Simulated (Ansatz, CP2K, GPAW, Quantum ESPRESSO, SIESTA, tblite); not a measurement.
**Codes compared on twisted graphene monolayer on bilayer, 77.90° (186 atoms)**

Wanted: errors and costs of other methods on twisted graphene monolayer on bilayer, 77.90° (186 atoms). A plane-wave run serves as the reference.

Main program and level: Ansatz 0.2.0; Kohn-Sham DFT, PBE, PAW, plane waves.

**1. The structure**

The cell holds 186 atoms: 186 C. Cell: a = 13.697 Å, b = 13.697 Å, c = 20.690 Å, α = 90.0°, β = 90.0°, γ = 120.0°. It derives from C (graphene). Graphene (a = 2.46 Å) under graphene (a = 2.46 Å), monolayer on bilayer, commensurate cell of 31 unit cells a layer, twist 77.90 deg; facing planes 3.32, 3.37 Å apart as built; 14 Å of vacuum; minimised with a classical potential. Then every atom was moved at random, 0.03 Å r.m.s. a Cartesian component. Regions: layer 1, 62 atoms (62 C); layer 2, 62 atoms (62 C); layer 3, 62 atoms (62 C). Vacuum lies along c.

**2. Plane-wave reference**

The PAW files are the set soft_2.

The input, input.yaml:

```yaml
crystal:
  lattice:
    - [13.6967, 0.0, 0.0]
    - [-6.84835, 11.86169, 0.0]
    - [0.0, 0.0, 20.69]
  atoms:
    - { symbol: C, position: [0.07488, 0.11548, 0.33685] }
    - { symbol: C, position: [0.11515, 0.04254, 0.33622] }
    - { symbol: C, position: [0.10925, 0.31455, 0.33624] }
    - { symbol: C, position: [0.14746, 0.23555, 0.33634] }
    [... 176 atom lines left out ...]
    - { symbol: C, position: [0.89739, 0.20232, 0.66307] }
    - { symbol: C, position: [0.84993, 0.0847, 0.66281] }
    - { symbol: C, position: [0.04564, 0.39398, 0.66299] }
    - { symbol: C, position: [0.01363, 0.27939, 0.66328] }
    - { symbol: C, position: [0.0849, 0.23963, 0.66319] }
    - { symbol: C, position: [0.04112, 0.11984, 0.66441] }
kpoints:
  mp_grid: { grid: [1, 1, 1] }
hamiltonian:
  xc: pbe
scf:
  occupations: { method: fermi_dirac, width: 0.05 }
output:
  forces: true
  eigenvalues: true
  populations: true
```

On the command line:

```sh
$ ansatz run input.yaml --threads 4 --pin off --max-ram 15872MiB --backend cpu --events-out ev --progress --plain --runs-dir out
```

Numbers of over 12 decimals in the logs are rounded to 6 here.

The program printed:

```text
[...]
Pseudopotentials: kind: paw
Pseudopotential: C, paw, valence charge 4, recommended cutoff 420 eV (normal), C.paw.azcp
[... 5 lines on functional and potentials left out ...]
Crystal: 186 atoms, lattice volume = 3361.422 Å³
Basis set: ecut = 420 eV, 65769 PW (Γ), exchange–correlation on 192×192×288 points (8 copies of the dense FFT grid, shifted against one another)
Bands: 558, of which v1, the nominal top of the filled ones, is band 372 counted from 1 (371 counted from 0)
Symmetry: 1 space group operations
Space group: P1 (ITA 1), of the structure as read, at distance tolerance 1.5e-4 Å
k-points: 1
[... 3 lines on functional and potentials left out ...]
Initial density: superposition of atomic densities (neutral atoms: chi_scale 0, normalization atom), corrected by the library's trained network
Initial wavefunctions: pseudopotential atomic-orbital guess
[...]
SCF iter   1: F=—  HF=-46664.399696 eV  |F-HF|=—  |Δ(HF+E_count)|=         —  Δρ=2.47e-3  dr2=2.34e-1  ethr=1.77e-3  ⟨swp⟩=12.0  Hψ=3867  notcnv=0  defer=120
preconditioner: auto → Resta (q_TF=auto, 2.122 Å⁻¹)  ε∞=2.4  [insulator: Δε(μ)=2.653 eV  Ē_g=14.922 eV  σ=0.050 eV  W_gap=1.00  n_scr=564 (ndim 8)  ℏωp=17.5 eV  f_vac=0.504  D(μ)=0.00/eV (n_scr^D=0)  ε∞_Penn≈2.4  vacuum switching on, ρ_ref=1.6e-2 e/Å³]
[...]
SCF iter   9: F=—  HF=-46664.422862 eV  |F-HF|=—  |Δ(HF+E_count)|=   2.40e-6  Δρ=1.71e-6  dr2=1.04e-7  ethr=1.34e-11  ⟨swp⟩=24.0  Hψ=4826  notcnv=0
SCF iter  10: F=-46664.422863 eV  HF=-46664.422863 eV  |F-HF|=2.05e-9  |Δ(HF+E_count)|=   5.00e-7  Δρ=4.37e-7  dr2=8.94e-9  ethr=1.34e-11  ⟨swp⟩=9.0  Hψ=2153  notcnv=0
SCF 1 converged in 10 iterations: F = -46664.422863 eV  dr2 = 8.94e-9
[...]
SCF converged after 10 iterations
Free energy (F): -46664.422863 eV
Harris-Foulkes:  -46664.422863 eV  (|F-HF|=2.05e-9)
Internal energy: -46664.422863 eV  (E = F + TS)
E sigma→0 (E₀):  -46664.422863 eV
Fermi energy:    1.191777 eV
--- Per-component energies (eV) ---
[...]
Σ components = -46664.422863   (vs F -46664.422863, Δ=0.00e0)
--- Forces (eV/Å), atoms counted from 1 ---
  atom   1  C     -3.66361232     1.76397612    -0.20541007
  atom   2  C      1.97515202     0.01416848     0.01166307
  atom   3  C     -2.31450457    -4.67063766    -0.14509548
  atom   4  C      2.17218829     0.49331843    -0.15888847
[...]
atom 186  C      0.51065137    -0.33767384    -0.48545053
  max |Σ_I F_I| component: 4.21e-6 eV/Å
--- Band table (eV) ---
  k-point 0: bands = ["-18.4589", "-18.3552", "-18.2609", "-17.7802", [... 542 levels ...], "9.5783", "9.5952", "9.6286", "9.6474", "9.6699", "9.6905", "9.7110", "9.7168", "9.7221", "9.7430", "9.7721", "9.8223"]
--- Löwdin populations: 186 sites ---
  site symbol       q [e]
     0      C      3.9617
     1      C      3.9585
     2      C      3.9585
[...]
185      C      3.9582
  spilling = 0.009451 (of n_electrons = 744.000000)
```

The job ended after 1.9 min (4 threads of Arm Neoverse V1, shared host; peak memory 4.5 GiB; 7.3 min of CPU time).

The column dr2 measures how far the density is from self-consistency, as an energy; F and HF (Harris–Foulkes) agree once it is small.

The run gave:

| Property | Result |
| --- | --- |
| free energy | -46664.4229 eV |
| free energy per atom | -250.8840 eV/atom |
| SCF cycles | 10 |
| r.m.s. force component | 1.862 eV/Å |
| longest force | 11.36 eV/Å |
| Fermi energy | 1.192 eV |
| spilling of the projection | 0.009451 |

Length of the force by element:

```csv
element,coordination,atoms,mean length of the force (eV/Å),spread,least,most
C,all,186,2.85,1.51,0.534,11.4
```

The mean of these charges, 0.038 e, is only the charge that the projection spills.

Löwdin charges by element (they lack the spilled electrons, 0.038 e an atom on average):

```
element  coordination  atoms  mean charge (e)  spread   least    most
      C           all    186           0.0378  0.0041  0.0274  0.0474
```

By region:

```
 region  atoms  mean length of the force (eV/Å)
layer 1     62                             2.71
layer 2     62                             2.95
layer 3     62                             2.89
```

The levels nearest the highest filled one (over half full), pooled over k-points and spins:

```
level less the highest filled one (eV)  occupation
                                -0.239           2
                                -0.185           2
                                -0.153           2
                                -0.136           2
                               -0.0788           2
                                     0           2
                                  2.66           0
                                  2.76           0
                                  2.80           0
                                  2.84           0
                                  2.87           0
                                  2.89           0
```

**3. Structure statistics**

Normalised to the volume that the atoms fill. Pair distribution function in bins of 0.2 Å:

| r (Å) | total |
| --- | --- |
| 1.20 | 0.02 |
| 1.40 | 4.47 |
| 1.60 | 0.10 |
| 1.80 | 0.00 |
| 2.00 | 0.00 |
| 2.20 | 0.00 |
| 2.40 | 2.54 |
| 2.60 | 0.52 |
| 2.80 | 1.03 |
| 3.00 | 0.12 |
| 3.20 | 0.00 |
| 3.40 | 0.26 |
| 3.60 | 0.92 |
| 3.80 | 1.63 |
| 4.00 | 0.23 |
| 4.20 | 1.43 |
| 4.40 | 0.86 |
| 4.60 | 0.24 |
| 4.80 | 0.44 |
| 5.00 | 1.57 |
| 5.20 | 0.78 |
| 5.40 | 0.36 |
| 5.60 | 0.39 |
| 5.80 | 0.27 |
| 6.00 | 0.44 |
| 6.20 | 1.02 |
| 6.40 | 0.54 |
| 6.60 | 0.86 |

Bonds by pair of elements; cutoffs follow the first minimum of g(r), held within bounds set by covalent radii, and pairs that aren't listed don't count as bonded:

```csv
pair A-B,cutoff (Å),bonds,mean length (Å),spread (Å),shortest (Å),B about A,A about B
C-C,1.85,279,1.42,0.042,1.26,3,3
```

How many atoms have how many bonded neighbours:

```
element  mean    3
      C     3  186
```

**4. The other programs**

The programs:
- CP2K 2026.2: Gaussian basis with GTH pseudopotentials and a plane-wave density; labels give functional, basis (MOLOPT sets; SR short-range, UZH the newer set with its own potentials), grid cutoff/relative cutoff and solver (OT: orbital transformation; TRS4, TC2, SIGN: linear-scaling purification with its sparsity filter), or its built-in tight binding.
- GPAW 26.7.0: PAW with atomic orbitals (LCAO), plane waves or a real-space grid of spacing h.
- Quantum ESPRESSO 7.5: plane waves; labels (QE) give functional, pseudopotential set and cutoffs of waves/density.
- SIESTA 5.4.2: numerical atomic orbitals, whose automatically made sets are far from complete, with PseudoDojo norm-conserving potentials that we converted to its format (checked against plane waves on the same files for H, C, O, Si, Ge and Ca alone); labels give functional, basis size, energy shift and mesh cutoff.
- tblite 0.8.0: extended tight binding, driven from Python.

All use the same cell and atoms; the electronic-structure runs use the same k-mesh, and an electronic temperature of 580 K (0.05 eV) where levels are smeared.

Differences are against the plane-wave reference, forces as r.m.s. over components; share is that over the reference's r.m.s. force, slope the least-squares factor from reference forces to these. Total energies of different programs have different zeros and aren't compared.

```csv
run,"Δ force, r.m.s. (meV/Å)",share (%),slope,cores,CPU time,memory (GiB)
reference,-,-,-,4,7.3 min,4.5
"CP2K GFN1-xTB, diagonalisation",119,6.40,0.960,2,12 s,0.3
"CP2K PBE, DZVP-MOLOPT-SR, 450/50 Ry, diagonalisation",34.2,1.84,1.016,4,13 min,8.8
"CP2K PBE, SZV-MOLOPT-SR, 450/50 Ry, diagonalisation (coarse)",491,26.4,1.261,2,5.4 min,6.6
"CP2K PBE, TZVP-MOLOPT, 450/50 Ry, diagonalisation",13.9,0.746,1.005,4,1.9 h,10.0
"CP2K PBE, TZVP-UZH, 450/50 Ry, diagonalisation",28.7,1.54,1.014,4,20 min,9.7
"GPAW PBE, LCAO dzp, h 0.2 Å",131,7.06,1.060,4,9.2 min,4.0
"GPAW PBE, LCAO dzp, h 0.2 Å, other mixer settings",133,7.14,1.061,4,12 min,4.0
"GPAW PBE, LCAO sz(dzp), h 0.2 Å (coarse)",577,31.0,1.257,1,69 s,1.4
"GPAW PBE, LCAO szp(dzp), h 0.2 Å (coarse)",243,13.0,1.063,2,3.4 min,2.0
"QE PBE, sssp-1.3.0-efficiency, 45/360 Ry",4.40,0.236,1.002,4,72 min,14
"SIESTA PBE, DZ, shift 0.01 Ry, mesh 300 Ry (coarse)",301,16.1,1.152,2,2.6 min,1.3
"SIESTA PBE, DZP, shift 0.01 Ry, mesh 300 Ry",232,12.5,1.109,4,8.5 min,2.5
"SIESTA PBE, SZ, shift 0.01 Ry, mesh 300 Ry (coarse)",724,38.9,1.331,1,85 s,0.9
tblite GFN1-xTB,120,6.42,0.960,1,5.7 s,0.2
tblite GFN2-xTB,134,7.19,0.949,1,13 s,0.2
```

Rows marked coarse were listed beforehand as settings not expected to be converged; some can still land near the reference.

CPU time is summed over cores on a shared host, where runs went side by side, so it is rough. Symmetry, cutoffs, thresholds, outputs and thread counts weren't matched or tuned between programs; memory under MPI is the largest rank's times the ranks.

Within one program, basis, potentials and functional, energies share a zero. Each run against its twin at the usual cutoff or grid and solver:

```csv
run,twin,Δ energy (meV/atom),"Δ force, r.m.s. (meV/Å)",CPU time over the twin's
"GPAW PBE, LCAO dzp, h 0.2 Å, other mixer settings","LCAO dzp, h 0.2 Å",-1.0e-4,2.83,1.3
```

**5. Outcome**

| Quantity | Value |
| --- | --- |
| reference r.m.s. force component | 1.86 eV/Å |
| nearest in forces | QE PBE, sssp-1.3.0-efficiency, 45/360 Ry, 0.24 % |
| farthest in forces | SIESTA PBE, SZ, shift 0.01 Ry, mesh 300 Ry (coarse), 39 % |
| cheapest electronic-structure run beside the reference | tblite GFN1-xTB, 5.7 s of CPU time |

What this shows: PBE on plane waves or a grid with other potentials, cutoffs or grids, coarse settings apart, differs from the reference by 0.24 % (QE PBE, sssp-1.3.0-efficiency, 45/360 Ry) of the r.m.s. force; this holds the reference's own error, so differences of a few per cent don't tell which side is nearer the exact PBE result (QE's 45 Ry are 612 eV, against the reference's 420 eV). The PBE runs in local orbitals, coarse settings apart, differ by 0.75 % (CP2K PBE, TZVP-MOLOPT, 450/50 Ry, diagonalisation) to 12 % (SIESTA PBE, DZP, shift 0.01 Ry, mesh 300 Ry); basis, grid and potentials can all enter. Tight binding differs by 6.4 % (CP2K GFN1-xTB, diagonalisation) to 7.2 % (tblite GFN2-xTB); it is another model, with fitted parameters of its own, and the xTB methods hold dispersion. Runs with settings chosen to be coarse differ by 13 % (GPAW PBE, LCAO szp(dzp), h 0.2 Å) to 39 % (SIESTA PBE, SZ, shift 0.01 Ry, mesh 300 Ry), their programs' other errors included. Of the electronic-structure runs that take under half the reference's CPU time, CP2K GFN1-xTB, diagonalisation is among the nearest, at 6.4 % in 12 s against 7.3 min. SIESTA PBE, SZ, shift 0.01 Ry, mesh 300 Ry stiffens the forces by a factor of 1.33 while following their directions (correlation 0.988); the slopes of the 3 SIESTA runs lie between 1.11 and 1.33. In the reference: no gap is quoted: the bands of a honeycomb sheet meet or nearly meet at one point of the zone, so the spacing of levels depends on whether the mesh holds it and on how the neighbours disturb the sheet. In the reference: Löwdin charges run from +0.03 to +0.05 e, about a mean that is the spilled charge alone. Periodic xTB results under one method name differ between programs and library versions. The reference's PBE has no dispersion term, which matters for the binding between molecules or layers. One k-point is far too coarse for the carbon or group-IV sheet, and it can put spurious forces of up to about 1 eV/Å on the sheet's atoms. The electronic-structure runs sample only Γ, in a cell whose shortest periodic width is 12 Å.

[Also dropped from logs without a mark: logging warnings of Python, and SIESTA's first energy breakdown and zero terms.]

[Logs are printed without paths, hosts, clocks, repeated set-up lines and the standing remarks that a program may print on its own settings, such as how far it seeks lower states.]

[Hosts, paths, dates, database ids (printed as entryN), source tags and the programs' standing remarks are cut or masked in the printed files.]
